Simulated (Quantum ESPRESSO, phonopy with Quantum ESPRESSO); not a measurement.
**Al (Fm-3m): a volume series of phonon spectra**

Which modes of Al drive its thermal expansion?

What experiment has found for this phase:
- volume expansion coefficient 69 1e-6/K and heat capacity C_P per formula unit 24.2 J/mol/K near room temperature (given in “High-Throughput Prediction of Finite-Temperature Properties using the Quasi-Harmonic Approximation”, 2016, arXiv:1603.06924)

Calculated with Quantum ESPRESSO 7.5; DFT PBEsol, scalar-relativistic, plane waves, GBRV ultrasoft pseudopotentials.

This is a report of a sequence of runs, with most program output left out.

### Step 1. Starting point

It takes space group Fm-3m (No. 225, cubic). Conventional cell: a = 4.050 Å, b = 4.050 Å, c = 4.050 Å, α = 90.00°, β = 90.00°, γ = 90.00°. Nearest to Al lie 12 Al at 2.86 Å.

### Step 2. Probe on a coarse mesh

Before spending time, one coarse run tells the gap and the pressure of the starting cell.

probe.in

```
&CONTROL
  calculation = 'scf'
  prefix      = 'x'
  outdir      = './tmp'
  pseudo_dir  = './pseudo'
  tprnfor     = .true.
  tstress     = .true.
  verbosity   = 'high'
/
&SYSTEM
  ibrav       = 0
  nat         = 1
  ntyp        = 1
  ecutwfc     = 30.0
  ecutrho     = 180.0
  occupations = 'smearing'
  smearing    = 'gaussian'
  degauss     = 0.01
/
&ELECTRONS
  conv_thr         = 1.0d-07
  mixing_beta      = 0.7
  electron_maxstep = 100
/
ATOMIC_SPECIES
 Al     26.9815  Al.upf
CELL_PARAMETERS angstrom
     0.000000000    2.024805000    2.024805000
     2.024805000    0.000000000    2.024805000
     2.024805000    2.024805000    0.000000000
ATOMIC_POSITIONS crystal
 Al     0.000000000   0.000000000   0.000000000
K_POINTS automatic
 8 8 8 0 0 0
```

The run is started by

```
OMP_NUM_THREADS=1 mpirun -n 4 pw.x -nk 4 -in probe.in > probe.out
```

Elapsed: 1.5 s, on 4 MPI ranks of Intel Xeon 6975P-C (Granite Rapids), shared host.

Numbers from this step:

```
volume per atom   : 16.60 Å³
pressure          : -2.021 GPa
gap on the k-mesh : 0 eV
```

The start is under -2.0 GPa at this level and looks like a metal on this mesh.

### Step 3. Finding the static equilibrium

The vibrations must be taken about the equilibrium of this functional, not about the starting cell, so the structure is relaxed.

relax.in

```
&CONTROL
  calculation   = 'vc-relax'
  prefix        = 'x'
  outdir        = './tmp'
  pseudo_dir    = './pseudo'
  tprnfor       = .true.
  tstress       = .true.
  forc_conv_thr = 2.0d-05
  etot_conv_thr = 1.0d-07
  nstep         = 40
/
&SYSTEM
  ibrav       = 0
  nat         = 1
  ntyp        = 1
  ecutwfc     = 30.0
  ecutrho     = 180.0
  occupations = 'smearing'
  smearing    = 'mv'
  degauss     = 0.02
/
&ELECTRONS
  conv_thr         = 1.0d-11
  mixing_beta      = 0.7
  electron_maxstep = 100
/
&IONS
/
&CELL
  press_conv_thr = 0.1
/
ATOMIC_SPECIES
 Al     26.9815  Al.upf
CELL_PARAMETERS angstrom
     0.000000000    2.024805000    2.024805000
     2.024805000    0.000000000    2.024805000
     2.024805000    2.024805000    0.000000000
ATOMIC_POSITIONS crystal
 Al     0.000000000   0.000000000   0.000000000
K_POINTS automatic
 16 16 16 0 0 0
```

The run is started by

```
OMP_NUM_THREADS=1 mpirun -n 4 pw.x -nk 4 -in relax.in > relax.out
```

The job ended after 3 s (4 MPI ranks; 11 s of CPU time).

Relaxation path:

```
step  energy less that of the first step (eV)  largest force (eV/Å)  volume (Å³)
   1                                   0.0000                0.0000        16.60
   2                                  -0.0019                0.0000        16.43
   3                                  -0.0029                0.0000        16.17
   4                                  -0.0029                0.0000        16.16
   5                                  -0.0029                0.0000        16.16
```

```
conventional cell, symmetrised  before  after  change
                         a (Å)   4.050  4.013  -0.9 %
                         b (Å)   4.050  4.013  -0.9 %
                         c (Å)   4.050  4.013  -0.9 %
              volume (Å³/atom)   16.60  16.16  -2.7 %
```

Final coordinates:

```
CELL_PARAMETERS angstrom
0.00000 2.00669 2.00669
2.00669 0.00000 2.00669
2.00669 2.00669 0.00000
ATOMIC_POSITIONS crystal
Al 0.00000 0.00000 0.00000
```

Numbers from this step:

```yaml
volume_per_atom: 16.16 Å³
pressure: 0.001 GPa
```

After the last step pw.x solved the final cell once more on a basis chosen for it, which moves the energy without moving the atoms.

### Step 4. Ground state at this cell

A tight ground state at this cell gives the energy of this member; its pressure is the stress at this cutoff, which can carry an offset from the finite basis.

scf.in

```
&CONTROL
  calculation = 'scf'
  prefix      = 'x'
  outdir      = './tmp'
  pseudo_dir  = './pseudo'
  tprnfor     = .true.
  tstress     = .true.
/
&SYSTEM
  ibrav       = 0
  nat         = 1
  ntyp        = 1
  ecutwfc     = 30.0
  ecutrho     = 180.0
  occupations = 'smearing'
  smearing    = 'mv'
  degauss     = 0.02
/
&ELECTRONS
  conv_thr         = 1.0d-12
  mixing_beta      = 0.7
  electron_maxstep = 100
/
ATOMIC_SPECIES
 Al     26.9815  Al.upf
CELL_PARAMETERS angstrom
     0.000000000    2.006691663    2.006691663
     2.006691663    0.000000000    2.006691663
     2.006691663    2.006691663    0.000000000
ATOMIC_POSITIONS crystal
 Al     0.000000000   0.000000000   0.000000000
K_POINTS automatic
 16 16 16 0 0 0
```

The run is started by

```
OMP_NUM_THREADS=1 mpirun -n 4 pw.x -nk 4 -in scf.in > scf.out
```

Wall time 1.7 s (4 MPI ranks); 5.9 s of CPU time.

On a basis chosen for the relaxed cell the pressure is 0.001 GPa, small enough for phonons.

### Step 5. A displaced supercell

One atom (for the harmonic constants) or a pair of atoms (for the cubic ones) is moved by a few hundredths of an ångström; the forces on all atoms give a column of force constants. The threshold is tight because the forces are small.

System of this step: Al. It takes space group Imm2 (No. 44, orthorhombic). The conventional cell has a = 8.514 Å, b = 12.040 Å, c = 8.514 Å, α = 90.00°, β = 90.00°, γ = 90.00°. Nearest to Al lie 12 Al at 2.82 to 2.86 Å. Nearest to Al lie 12 Al at 2.82 to 2.84 Å. Nearest to Al lie 12 Al at 2.84 to 2.86 Å. Al has 12 Al at 2.83 to 2.84 Å nearest. Nearest to Al lie 12 Al at 2.84 Å. Nearest to Al lie 12 Al at 2.84 to 2.85 Å.

disp-00001.in

```
&CONTROL
  calculation = 'scf'
  prefix      = 'x'
  outdir      = './tmp'
  pseudo_dir  = './pseudo'
  tprnfor     = .true.
  disk_io     = 'none'
/
&SYSTEM
  ibrav       = 0
  nat         = 27
  ntyp        = 1
  ecutwfc     = 30.0
  ecutrho     = 180.0
  occupations = 'smearing'
  smearing    = 'mv'
  degauss     = 0.02
/
&ELECTRONS
  conv_thr         = 1.0d-11
  mixing_beta      = 0.7
  electron_maxstep = 100
/
ATOMIC_SPECIES
 Al     26.9815  Al.upf
CELL_PARAMETERS angstrom
     0.000000000    6.020074989    6.020074989
     6.020074989    0.000000000    6.020074989
     6.020074989    6.020074989    0.000000000
ATOMIC_POSITIONS crystal
 Al     0.002349163   0.000000000   0.000000000
 Al     0.333333333   0.000000000   0.000000000
 Al     0.666666667   0.000000000   0.000000000
 Al     0.000000000   0.333333333   0.000000000
 Al     0.333333333   0.333333333   0.000000000
 Al     0.666666667   0.333333333   0.000000000
 Al     0.000000000   0.666666667   0.000000000
 Al     0.333333333   0.666666667   0.000000000
[... 15 atom lines left out ...]
 Al     0.666666667   0.333333333   0.666666667
 Al     0.000000000   0.666666667   0.666666667
 Al     0.333333333   0.666666667   0.666666667
 Al     0.666666667   0.666666667   0.666666667
K_POINTS automatic
 5 5 5 0 0 0
```

The run is started by

```
OMP_NUM_THREADS=1 mpirun -n 4 pw.x -nk 4 -in disp-00001.in > disp-00001.out
```

Run time: 75 s. Hardware: 4 MPI ranks.

Force (size) by element, in eV/Å:

```
element  atoms    mean  spread (r.m.s.)   least  largest
     Al     27  0.0105           0.0193  0.0003   0.0997
```

The atoms with the largest values:

```
atom       x, y, z (Å)              force (eV/Å)
 Al1  0.00, 0.01, 0.01  0.0000, -0.0705, -0.0705
 Al2  0.00, 2.01, 2.01    0.0000, 0.0205, 0.0205
 Al3  0.00, 4.01, 4.01    0.0000, 0.0187, 0.0187
 Al4  2.01, 0.00, 2.01   0.0104, -0.0019, 0.0095
Al20  4.01, 6.02, 2.01  -0.0104, -0.0019, 0.0095
 Al8  4.01, 2.01, 6.02  -0.0104, 0.0095, -0.0019
Al10  2.01, 2.01, 0.00   0.0104, 0.0095, -0.0019
 Al7  4.01, 0.00, 4.01   0.0100, -0.0019, 0.0092
```

### Step 6. Lattice dynamics at this volume, V/V0 1

This step: DFT PBEsol, scalar-relativistic, plane waves, GBRV ultrasoft pseudopotentials (phonopy with Quantum ESPRESSO 4.10.0 / 7.5).

It took 75 s on 4 threads.

Numbers from this step:

```
highest frequency                        : 335.6 cm⁻¹
Debye temperature from the second moment : 416 K
lowest frequency on the path             : 0 cm⁻¹
zero-point energy                        : 0.03987 eV/cell
Γ frequencies                            : 0, 0, 0 cm⁻¹ (negative: imaginary)
```

Phonopy, no LO-TO term. The phonon branches at the labelled points (cm⁻¹):

```
    point  branch 1  branch 2  branch 3
        Γ         0         0         0
  halfway       139       139       241
        X       200       200       323
  halfway       199       220       316
        U       193       258       296
jump to K       193       258       296
  halfway       124       165       255
        Γ         0         0         0
  halfway       108       108       235
        L       159       159       336
  halfway       181       223       312
        W       220       272       272
  halfway       210       225       310
        X       200       200       323
```

Harmonic. Thermo, by row:

```
T (K)  F_vib (meV/atom)  S (J/mol-atom/K)  C_V (J/mol-atom/K)
    0             39.87                 0                   0
   50             39.73             1.158               3.466
  100             37.89             6.388               12.31
  150             32.98              12.5               17.61
  200             25.05             17.98               20.33
  250             14.48             22.69               21.82
  300              1.64             26.75               22.71
  350            -13.16              30.3               23.27
  400            -29.69             33.43               23.64
  450            -47.75             36.23               23.91
  500             -67.2             38.76                24.1
  550            -87.89             41.07               24.24
  600            -109.7             43.18               24.35
  650            -132.6             45.13               24.44
  700            -156.5             46.95                24.5
  750            -181.3             48.64               24.56
  800            -206.9             50.23               24.61
  850            -233.3             51.72               24.64
  900            -260.5             53.13               24.68
  950            -288.4             54.46                24.7
 1000            -316.9             55.73               24.73
```

Phonopy on the run's constants, 21x21x21 mesh, Gaussian sigma 2.6 cm⁻¹. Modes, Al against wavenumber; read off at these points:

```
wavenumber (cm⁻¹)  modes, Al (1/cm⁻¹/cell)
            -10.0                        0
              0.0                   4.7e-5
             10.0                        0
             20.0                   2.0e-4
             30.0                   2.8e-4
             40.0                   4.6e-4
             50.0                   7.2e-4
             60.0                  0.00113
             70.0                  0.00172
             80.0                  0.00189
             90.0                  0.00286
            100.0                  0.00429
            110.0                  0.00401
            120.0                  0.00625
            130.0                  0.00621
            140.0                  0.00824
            150.0                   0.0118
            160.0                   0.0178
            170.0                   0.0203
            180.0                   0.0194
            187.2                   0.0244
            190.0                   0.0221
            200.0                   0.0220
            210.0                   0.0129
            220.0                   0.0118
            230.0                  0.00810
            237.7                   0.0112
            240.0                   0.0103
            250.0                  0.00876
            260.0                  0.00768
            270.0                  0.00588
            280.0                  0.00811
            290.0                   0.0180
            297.3                   0.0251
            300.0                   0.0246
            310.0                   0.0158
            320.0                  0.00801
            330.0                  0.00310
            340.0                   7.9e-5
            350.0                        0
```

No mode is imaginary beyond numerical noise along the path.

The time given is that of the one pw.x run on a displaced cell behind this step.

### Step 7. Ground state at this cell, V/V0 1.015

This step: DFT PBEsol, scalar-relativistic, plane waves, GBRV ultrasoft pseudopotentials (Quantum ESPRESSO 7.5).

System of this step: Al. The structure is cubic, space group Fm-3m (No. 225). The conventional cell has a = 4.033 Å, b = 4.033 Å, c = 4.033 Å, α = 90.00°, β = 90.00°, γ = 90.00°. Al has 12 Al at 2.85 Å nearest.

Edit scf.in of step 4 so:

```diff
@@ -26,5 +26,5 @@
 CELL_PARAMETERS angstrom
-     0.000000000    2.006691663    2.006691663
-     2.006691663    0.000000000    2.006691663
-     2.006691663    2.006691663    0.000000000
+     0.000000000    2.016675368    2.016675368
+     2.016675368    0.000000000    2.016675368
+     2.016675368    2.016675368    0.000000000
 ATOMIC_POSITIONS crystal
```

The run is started by

```
OMP_NUM_THREADS=1 mpirun -n 4 pw.x -nk 4 -in scf.in > scf.out
```

Run time: 1.7 s. Hardware: 4 MPI ranks; 6 s of CPU time.

The run ends at a pressure of -1.18 GPa.

### Step 8. A displaced supercell

System of this step: Al. Symmetry: Imm2, No. 44, orthorhombic system. Conventional cell: a = 8.556 Å, b = 12.100 Å, c = 8.556 Å, α = 90.00°, β = 90.00°, γ = 90.00°. Al has 12 Al at 2.83 to 2.87 Å nearest. Nearest to Al lie 12 Al at 2.83 to 2.85 Å. Nearest to Al lie 12 Al at 2.85 to 2.87 Å. Nearest to Al lie 12 Al at 2.84 to 2.85 Å. Al has 12 Al at 2.85 Å nearest. Nearest to Al lie 12 Al at 2.85 to 2.86 Å.

Edit disp-00001.in of step 5 so:

```diff
@@ -26,7 +26,7 @@
 CELL_PARAMETERS angstrom
-     0.000000000    6.020074989    6.020074989
-     6.020074989    0.000000000    6.020074989
-     6.020074989    6.020074989    0.000000000
+     0.000000000    6.050026104    6.050026104
+     6.050026104    0.000000000    6.050026104
+     6.050026104    6.050026104    0.000000000
 ATOMIC_POSITIONS crystal
- Al     0.002349163   0.000000000   0.000000000
+ Al     0.002337533   0.000000000   0.000000000
  Al     0.333333333   0.000000000   0.000000000
```

The run is started by

```
OMP_NUM_THREADS=1 mpirun -n 4 pw.x -nk 4 -in disp-00001.in > disp-00001.out
```

It took 80 s on 4 MPI ranks.

### Step 9. Lattice dynamics at this volume, V/V0 1.015

This step: DFT PBEsol, scalar-relativistic, plane waves, GBRV ultrasoft pseudopotentials (phonopy with Quantum ESPRESSO 4.10.0 / 7.5).

It took 80 s on 4 threads; 5.3 min of CPU time.

No mode is imaginary beyond numerical noise along the path.

The time given is that of the one pw.x run on a displaced cell behind this step.

### Step 10. Self-consistent run, V/V0 0.985

This step: DFT PBEsol, scalar-relativistic, plane waves, GBRV ultrasoft pseudopotentials (Quantum ESPRESSO 7.5).

System of this step: Al. The structure is cubic, space group Fm-3m (No. 225). The conventional cell has a = 3.993 Å, b = 3.993 Å, c = 3.993 Å, α = 90.00°, β = 90.00°, γ = 90.00°. Al has 12 Al at 2.82 Å nearest.

Edit scf.in of step 7 so:

```diff
@@ -26,5 +26,5 @@
 CELL_PARAMETERS angstrom
-     0.000000000    2.016675368    2.016675368
-     2.016675368    0.000000000    2.016675368
-     2.016675368    2.016675368    0.000000000
+     0.000000000    1.996607615    1.996607615
+     1.996607615    0.000000000    1.996607615
+     1.996607615    1.996607615    0.000000000
 ATOMIC_POSITIONS crystal
```

The run is started by

```
OMP_NUM_THREADS=1 mpirun -n 4 pw.x -nk 4 -in scf.in > scf.out
```

Run time: 1.7 s. Hardware: 4 MPI ranks; 5.9 s of CPU time.

The run ends at a pressure of 1.29 GPa.

### Step 11. Forces on a displaced cell

System of this step: Al. The structure is orthorhombic, space group Imm2 (No. 44). The conventional cell has a = 8.471 Å, b = 11.980 Å, c = 8.471 Å, α = 90.00°, β = 90.00°, γ = 90.00°. Al has 12 Al at 2.80 to 2.84 Å nearest. Al has 12 Al at 2.80 to 2.82 Å nearest. Al has 12 Al at 2.82 to 2.84 Å nearest. Nearest to Al lie 12 Al at 2.81 to 2.82 Å. Nearest to Al lie 12 Al at 2.82 Å. Nearest to Al lie 12 Al at 2.82 to 2.83 Å.

Edit disp-00001.in of step 8 so:

```diff
@@ -26,7 +26,7 @@
 CELL_PARAMETERS angstrom
-     0.000000000    6.050026104    6.050026104
-     6.050026104    0.000000000    6.050026104
-     6.050026104    6.050026104    0.000000000
+     0.000000000    5.989822845    5.989822845
+     5.989822845    0.000000000    5.989822845
+     5.989822845    5.989822845    0.000000000
 ATOMIC_POSITIONS crystal
- Al     0.002337533   0.000000000   0.000000000
+ Al     0.002361027   0.000000000   0.000000000
  Al     0.333333333   0.000000000   0.000000000
```

The run is started by

```
OMP_NUM_THREADS=1 mpirun -n 4 pw.x -nk 4 -in disp-00001.in > disp-00001.out
```

Run time: 75 s. Hardware: 4 MPI ranks.

### Step 12. Lattice dynamics at this volume, V/V0 0.985

This step: DFT PBEsol, scalar-relativistic, plane waves, GBRV ultrasoft pseudopotentials (phonopy with Quantum ESPRESSO 4.10.0 / 7.5).

Wall time 75 s (4 threads).

No mode is imaginary beyond numerical noise along the path.

The time given is that of the one pw.x run on a displaced cell behind this step.

### Step 13. Ground state at this cell, V/V0 1.03

This step: DFT PBEsol, scalar-relativistic, plane waves, GBRV ultrasoft pseudopotentials (Quantum ESPRESSO 7.5).

System of this step: Al. The structure is cubic, space group Fm-3m (No. 225). Conventional cell: a = 4.053 Å, b = 4.053 Å, c = 4.053 Å, α = 90.00°, β = 90.00°, γ = 90.00°. Nearest to Al lie 12 Al at 2.87 Å.

Edit scf.in of step 10 so:

```diff
@@ -26,5 +26,5 @@
 CELL_PARAMETERS angstrom
-     0.000000000    1.996607615    1.996607615
-     1.996607615    0.000000000    1.996607615
-     1.996607615    1.996607615    0.000000000
+     0.000000000    2.026561189    2.026561189
+     2.026561189    0.000000000    2.026561189
+     2.026561189    2.026561189    0.000000000
 ATOMIC_POSITIONS crystal
```

The run is started by

```
OMP_NUM_THREADS=1 mpirun -n 4 pw.x -nk 4 -in scf.in > scf.out
```

Run time: 1.8 s. Hardware: 4 MPI ranks; 6.1 s of CPU time.

The run ends at a pressure of -2.27 GPa.

### Step 14. A displaced supercell

System of this step: Al. Symmetry: Imm2, No. 44, orthorhombic system. Conventional cell: a = 8.598 Å, b = 12.159 Å, c = 8.598 Å, α = 90.00°, β = 90.00°, γ = 90.00°. Al has 12 Al at 2.85 to 2.89 Å nearest. Al has 12 Al at 2.85 to 2.87 Å nearest. Nearest to Al lie 12 Al at 2.87 to 2.89 Å. Nearest to Al lie 12 Al at 2.86 to 2.87 Å. Nearest to Al lie 12 Al at 2.87 Å. Nearest to Al lie 12 Al at 2.87 to 2.88 Å.

Edit disp-00001.in of step 11 so:

```diff
@@ -26,7 +26,7 @@
 CELL_PARAMETERS angstrom
-     0.000000000    5.989822845    5.989822845
-     5.989822845    0.000000000    5.989822845
-     5.989822845    5.989822845    0.000000000
+     0.000000000    6.079683568    6.079683568
+     6.079683568    0.000000000    6.079683568
+     6.079683568    6.079683568    0.000000000
 ATOMIC_POSITIONS crystal
- Al     0.002361027   0.000000000   0.000000000
+ Al     0.002326130   0.000000000   0.000000000
  Al     0.333333333   0.000000000   0.000000000
```

The run is started by

```
OMP_NUM_THREADS=1 mpirun -n 4 pw.x -nk 4 -in disp-00001.in > disp-00001.out
```

Run time: 75 s. Hardware: 4 MPI ranks; 5 min of CPU time.

### Step 15. Lattice dynamics at this volume, V/V0 1.03

This step: DFT PBEsol, scalar-relativistic, plane waves, GBRV ultrasoft pseudopotentials (phonopy with Quantum ESPRESSO 4.10.0 / 7.5).

Elapsed: 75 s, on 4 threads; 5 min of CPU time.

Phonopy, no LO-TO term. The phonon branches at the labelled points (cm⁻¹):

```
    point  branch 1  branch 2  branch 3
        Γ         0         0         0
  halfway       129       129       227
        X       186       186       304
  halfway       185       205       297
        U       181       242       278
jump to K       181       242       278
  halfway       117       155       241
        Γ         0         0         0
  halfway       101       101       222
        L       150       150       317
  halfway       170       210       294
        W       206       256       256
  halfway       196       210       291
        X       186       186       304
```

No mode is imaginary beyond numerical noise along the path.

The time given is that of the one pw.x run on a displaced cell behind this step.

[end of part 1 of 2]

[Logs are printed without paths, hosts, clocks, repeated set-up lines and the standing remarks that a program may print on its own settings, such as how far it seeks lower states.]

[Hosts, paths, dates, database ids (printed as entryN), source tags and the programs' standing remarks are cut or masked in the printed files.]

[A step with changed settings may run another functional than the one named; its input shows which.]

[Of the runs on displaced cells, only some may be shown.]
